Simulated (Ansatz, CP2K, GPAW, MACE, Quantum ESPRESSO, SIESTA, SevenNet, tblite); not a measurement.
# GPAW runs on H-capped AlP nanocrystal (rod) (34 atoms), part 2 of 2

Wanted: GPAW inputs and outputs for H-capped AlP nanocrystal (rod) (34 atoms), checked against a plane-wave reference.

Program: GPAW 26.7.0; the method stands at each step. Banners, paths, timers and routine set-up lines are dropped from the logs unmarked, and long logs keep their key lines alone; longer cuts are marked.

So far. Step 2 (PBE, LCAO dzp, h 0.2 Å): Forces lie 17 % from the reference's, at 0.77 times its CPU time (on 1 against 8 cores). Step 3 (PBE, LCAO sz(dzp), h 0.2 Å): Against the first run (17 %), the force difference from the reference is 150 %, at 0.73 times the CPU time, with 70 basis functions against 266: the smaller basis costs accuracy.

### 4. PBE, LCAO szp(dzp), h 0.2 Å

Method: Kohn-Sham DFT, PBE, PAW, atomic orbitals (szp(dzp)).

run.py

```python
import numpy as np
from ase.io import read
from gpaw import GPAW, FermiDirac

atoms = read("structure.xyz")
atoms.calc = GPAW(
    mode="lcao",
    basis="szp(dzp)",
    h=0.2,
    xc="PBE",
    kpts={"size": (1, 1, 1), "gamma": True},
    occupations=FermiDirac(0.05),
    maxiter=200,
    symmetry={"point_group": False},
    txt="gpaw.txt",
)
energy = atoms.get_potential_energy(force_consistent=True)
forces = atoms.get_forces()
print(f"energy {energy:.6f} eV")
print("forces (eV/A)")
for i, (a, f) in enumerate(zip(atoms, forces)):
    print(f"{i:4d} {a.symbol:2s} {f[0]:10.5f} {f[1]:10.5f} {f[2]:10.5f}")
print(f"Fermi level {atoms.calc.get_fermi_level():.4f} eV")
for k in range(len(atoms.calc.get_ibz_k_points())):
    for s in range(atoms.calc.get_number_of_spins()):
        e = atoms.calc.get_eigenvalues(kpt=k, spin=s)
        n = np.searchsorted(e, atoms.calc.get_fermi_level())
        print(f"k {k} spin {s} levels about the Fermi level:", np.round(e[max(n - 6, 0):n], 4).tolist(), "|", np.round(e[n:n + 6], 4).tolist())
```

structure.xyz

```xyz
34
Lattice="15.82930 0.00000 0.00000 0.00000 15.82930 0.00000 0.00000 0.00000 21.29230" Properties=species:S:1:pos:R:3 pbc="T T T"
[... 34 atom lines left out: the same atoms as in the first run ...]
```

On the command line:

```
> OMP_NUM_THREADS=1 python run.py > output.txt
```

The program printed:

```text
energy -114.319655 eV
forces (eV/A)
   0 P     1.45008   -0.58926   -0.45220
   1 P     3.04891   -2.48580   -2.96053
   2 P    -0.20656    1.92512   -1.29096
   3 P     1.10639    1.05986    0.31532
   4 P     2.26836    1.69783    4.53748
   5 Al   -0.21281    2.13350   -1.30080
   6 Al    0.60780    0.28187   -0.26393
   7 Al   -1.08117   -0.90740    1.47915
   8 P    -0.32564   -1.22133    0.51550
   9 Al   -0.28958    2.29555    1.02121
  10 Al    1.20013   -0.90941   -1.11926
  11 Al   -0.62044    0.26961    1.23184
  12 H    -1.03982    0.76831    0.83108
  13 H    -0.91637   -0.55152   -0.48512
  14 H    -0.47532   -0.07275    0.06632
  15 H    -2.56926    2.37774    2.25118
  16 H    -0.65126   -0.92721   -0.59281
  17 H     1.10871   -1.32689    1.11772
  18 H    -0.17561   -0.21850   -0.15972
  19 H    -0.82383   -1.33086   -0.84183
  20 H    -2.69605   -2.69484   -3.27038
  21 H     0.40512    0.48370   -0.81355
  22 H     0.44378   -0.21573    0.48507
  23 H    -0.14557   -0.28159    0.00571
  24 H    -0.12001    0.48586    0.43969
  25 H     0.37177   -0.82001   -0.69299
  26 H     0.05989    0.11728    0.12763
  27 H     0.84116    0.92576   -0.83681
  28 H    -0.02784   -0.56600   -0.09319
  29 H    -0.49827   -0.09440   -0.53370
  30 H    -0.30504   -0.14730   -0.16531
  31 H     0.36875    0.82364    0.95063
  32 H    -0.73246   -0.78695    0.43816
  33 H     0.62680    0.52563    0.05893
Fermi level -4.4192 eV
k 0 spin 0 levels about the Fermi level: [-7.3607, -7.1862, -6.9289, -6.801, -6.6182, -6.397] | [-3.1505, -2.3424, -2.2956, -2.1267, -1.7842, -1.579]
```

gpaw.txt:

```text
Input parameters:
  mode=LCAO(),
  basis={'default': 'szp(dzp)'},
  h=0.2,
  kpts=MonkhorstPack(size=(1, 1, 1), gamma=True),
  maxiter=200,
  occupations=Occupations(name='fermi-dirac', width=0.05, fixmagmom=False),
  symmetry=Symmetry(point_group=False),
  xc=XC(name='PBE')
Unit cell  # Å
| periodic |         x |         y |         z |   lengths |    angles |
[... lines left out ...]
  Fermi-Dirac:
[... lines left out ...]
convergence criteria:
- Maximum [total energy] change in last 3 cyles: 0.0005 eV / valence electron
[... lines left out ...]
Converged in 9 steps
[... lines left out ...]
  Free energy:    -114.319655
  Extrapolated:   -114.319655
dipole moment: (-0.902280, -1.173872, -1.308338)  # |e|*Ang
Fermi level: -4.419
Eigenvalues  # (at kpt = [0.000, 0.000, 0.000])
| band index |      eig [eV] | occ [0-2] |
|------------|---------------|-----------|
|          0 |       -18.366 |     2.000 |
|        ... |               |           |
|         27 |        -7.721 |     2.000 |
|         28 |        -7.395 |     2.000 |
[...]
|         42 |        -1.150 |     0.000 |
|        ... |               |           |
|         45 |        -0.883 |     0.000 |
Gap: 3.247 eV
Transition (v -> c):
  (s=0, k=0, n=34, [0.00, 0.00, 0.00]) -> (s=0, k=0, n=35, [0.00, 0.00, 0.00])
No difference between direct/indirect transitions
Force computation time: 1.549  # s
timing:  # [seconds]
  Total:  30.313  # ━━━━━━━━━━━━━━━━━━━━━━━━━━━━━━━━━━━━━━━━━━━━━━━━━━━━━━━━━
  Init:   10.019  # ━━━━━━━━━━━━━━━━━━━
  SCF:    18.723  # ━━━━━━━━━━━━━━━━━━━━━━━━━━━━━━━━━━━
  Forces:  1.549  # ━━━
```

Elapsed: 31 s, on 1 thread of Arm Neoverse V2, shared host; peak memory 1.8 GiB.

Compared with the plane-wave run:

* r.m.s. force component: 1.23 eV/Å
* r.m.s. difference of force components: 660.3 meV/Å
* longest difference of force vectors: 1960 meV/Å
* force difference over r.m.s. force: 77.77 %
* slope of forces against the reference's: 1.246
* correlation of force components: 0.8606
* gap (highest filled to lowest empty level): 3.247 eV
* gap difference: 0.1724 eV

This is a coarse setting, run to see what it loses.

Against the first run (17 %), the force difference from the reference is 78 %, at 0.93 times the CPU time, with 196 basis functions against 266: the smaller basis costs accuracy.

### 5. PBE, LCAO dzp, h 0.2 Å, other mixer settings

Method: Kohn-Sham DFT, PBE, PAW, atomic orbitals (dzp).

run.py, as its differences from that of step 4:

```diff
@@ -2,3 +2,3 @@
 from ase.io import read
-from gpaw import GPAW, FermiDirac
+from gpaw import GPAW, FermiDirac, Mixer
 
@@ -7,3 +7,3 @@
     mode="lcao",
-    basis="szp(dzp)",
+    basis="dzp",
     h=0.2,
@@ -12,2 +12,3 @@
     occupations=FermiDirac(0.05),
+    mixer=Mixer(0.03, 7, 100),
     maxiter=200,
```

structure.xyz is that of step 4.

The program printed:

```text
energy -124.334381 eV
forces (eV/A)
   0 P     0.23896   -0.49136   -0.41193
   1 P     1.76979   -2.17369   -2.71401
   2 P     0.00301    0.59745   -1.34786
   3 P     1.11467   -0.05553    0.33347
   4 P     2.19046    1.62802    3.25321
   5 Al   -0.19752    1.84297   -1.28406
[...]
31 H     0.39496    0.78828    0.89531
  32 H    -0.70890   -0.77448    0.46265
  33 H     0.56497    0.45892    0.07642
Fermi level -4.0580 eV
k 0 spin 0 levels about the Fermi level: [-6.294, -6.145, -5.8786, -5.7412, -5.5989, -5.4159] | [-2.1114, -1.4104, -1.217, -1.0752, -0.7655, -0.6431]
```

gpaw.txt:

```text
Input parameters:
  mode=LCAO(),
  basis={'default': 'dzp'},
  h=0.2,
  kpts=MonkhorstPack(size=(1, 1, 1), gamma=True),
  maxiter=200,
[... lines left out ...]
  occupations=Occupations(name='fermi-dirac', width=0.05, fixmagmom=False),
[... lines left out ...]
  Fermi-Dirac:
[... lines left out ...]
convergence criteria:
- Maximum [total energy] change in last 3 cyles: 0.0005 eV / valence electron
[... lines left out ...]
Converged in 13 steps
[... lines left out ...]
  Free energy:    -124.334381
[... lines left out ...]
Fermi level: -4.058
[... lines left out ...]
|        ... |               |           |
|         45 |         0.045 |     0.000 |
Gap: 3.305 eV
Transition (v -> c):
  (s=0, k=0, n=34, [0.00, 0.00, 0.00]) -> (s=0, k=0, n=35, [0.00, 0.00, 0.00])
No difference between direct/indirect transitions
Force computation time: 1.891  # s
timing:  # [seconds]
  Total:  41.727  # ━━━━━━━━━━━━━━━━━━━━━━━━━━━━━━━━━━━━━━━━━━━━━━━━━━━━━━━━━
  Init:   10.267  # ━━━━━━━━━━━━━━
  SCF:    29.547  # ━━━━━━━━━━━━━━━━━━━━━━━━━━━━━━━━━━━━━━━━╸
  Forces:  1.891  # ━━╸
```

The job ended after 43 s (1 thread; peak memory 1.4 GiB).

Against the reference:

| Item | Value |
| --- | --- |
| r.m.s. force component | 0.9198 eV/Å |
| r.m.s. difference of force components | 145.3 meV/Å |
| longest difference of force vectors | 511.3 meV/Å |
| force difference over r.m.s. force | 17.12 % |
| slope of forces against the reference's | 1.072 |
| correlation of force components | 0.9897 |
| gap (highest filled to lowest empty level) | 3.304 eV |
| gap difference | 0.2304 eV |
| energy less the same-level run's | 0 meV/atom |
| r.m.s. force difference from the same-level run | 0.92 meV/Å |

Against the first run (17 %), the force difference from the reference is 17 %, at 1.3 times the CPU time (13 SCF steps against 9): another solver or mixer reaches the same state.

### 6. All runs compared

Differences are against the plane-wave reference, forces as r.m.s. over components; share is that over the reference's r.m.s. force, slope the least-squares factor from reference forces to these. Total energies of different programs have different zeros and aren't compared.

| run | Δ force, r.m.s. (meV/Å) | share (%) | slope | Δ gap (eV) | cores | CPU time | memory (GiB) |
| --- | --- | --- | --- | --- | --- | --- | --- |
| reference | - | - | - | - | 8 | 43 s | 2.6 |
| GPAW PBE, LCAO dzp, h 0.2 Å | 145 | 17.1 | 1.072 | 0.231 | 1 | 33 s | 1.8 |
| GPAW PBE, LCAO sz(dzp), h 0.2 Å (coarse) | 1273 | 150 | 1.488 | 0.885 | 1 | 24 s | 1.7 |
| GPAW PBE, LCAO szp(dzp), h 0.2 Å (coarse) | 660 | 77.8 | 1.246 | 0.172 | 1 | 31 s | 1.8 |
| GPAW PBE, LCAO dzp, h 0.2 Å, other mixer settings | 145 | 17.1 | 1.072 | 0.230 | 1 | 42 s | 1.4 |

Rows marked coarse were listed beforehand as settings not expected to be converged; some can still land near the reference.

CPU time is summed over cores on a shared host, where runs went side by side, so it is rough. Symmetry, cutoffs, thresholds, outputs and thread counts weren't matched or tuned between programs; memory under MPI is the largest rank's times the ranks.

Within one program, basis, potentials and functional, energies share a zero. Each run against its twin at the usual cutoff or grid and solver:

| run | twin | Δ energy (meV/atom) | Δ force, r.m.s. (meV/Å) | CPU time over the twin's |
| --- | --- | --- | --- | --- |
| GPAW PBE, LCAO dzp, h 0.2 Å, other mixer settings | LCAO dzp, h 0.2 Å | 0 | 0.92 | 1.3 |

### 7. Summary of results

| Quantity | Value |
| --- | --- |
| nearest in forces | a tie at 17 % of 2 runs: GPAW PBE, LCAO dzp, h 0.2 Å; GPAW PBE, LCAO dzp, h 0.2 Å, other mixer settings |

In words: The PBE runs in local orbitals, coarse settings apart, differ by 17 % in each run; basis, grid and potentials can all enter. Runs with settings chosen to be coarse differ by 78 % (GPAW PBE, LCAO szp(dzp), h 0.2 Å) to 150 % (GPAW PBE, LCAO sz(dzp), h 0.2 Å), their programs' other errors included. None of the electronic-structure runs in the table takes under half the reference's CPU time of 43 s; they take 0.56 to 0.98 times as much. At the same functional, gaps differ from the reference's 3.07 eV by between +0.17 and +0.89 eV. A likely cause of the wide gaps: compact atomic orbitals describe empty levels worse than filled ones. Caps of real hydrogen don't mimic the fractional bonds of a polar compound, so surface states and strained caps may belong to the model.

[Also dropped from logs without a mark: logging warnings of Python, and SIESTA's first energy breakdown and zero terms.]

[Logs are printed without paths, hosts, clocks, repeated set-up lines and the standing remarks that a program may print on its own settings, such as how far it seeks lower states.]

[Hosts, paths, dates, database ids (printed as entryN), source tags and the programs' standing remarks are cut or masked in the printed files.]
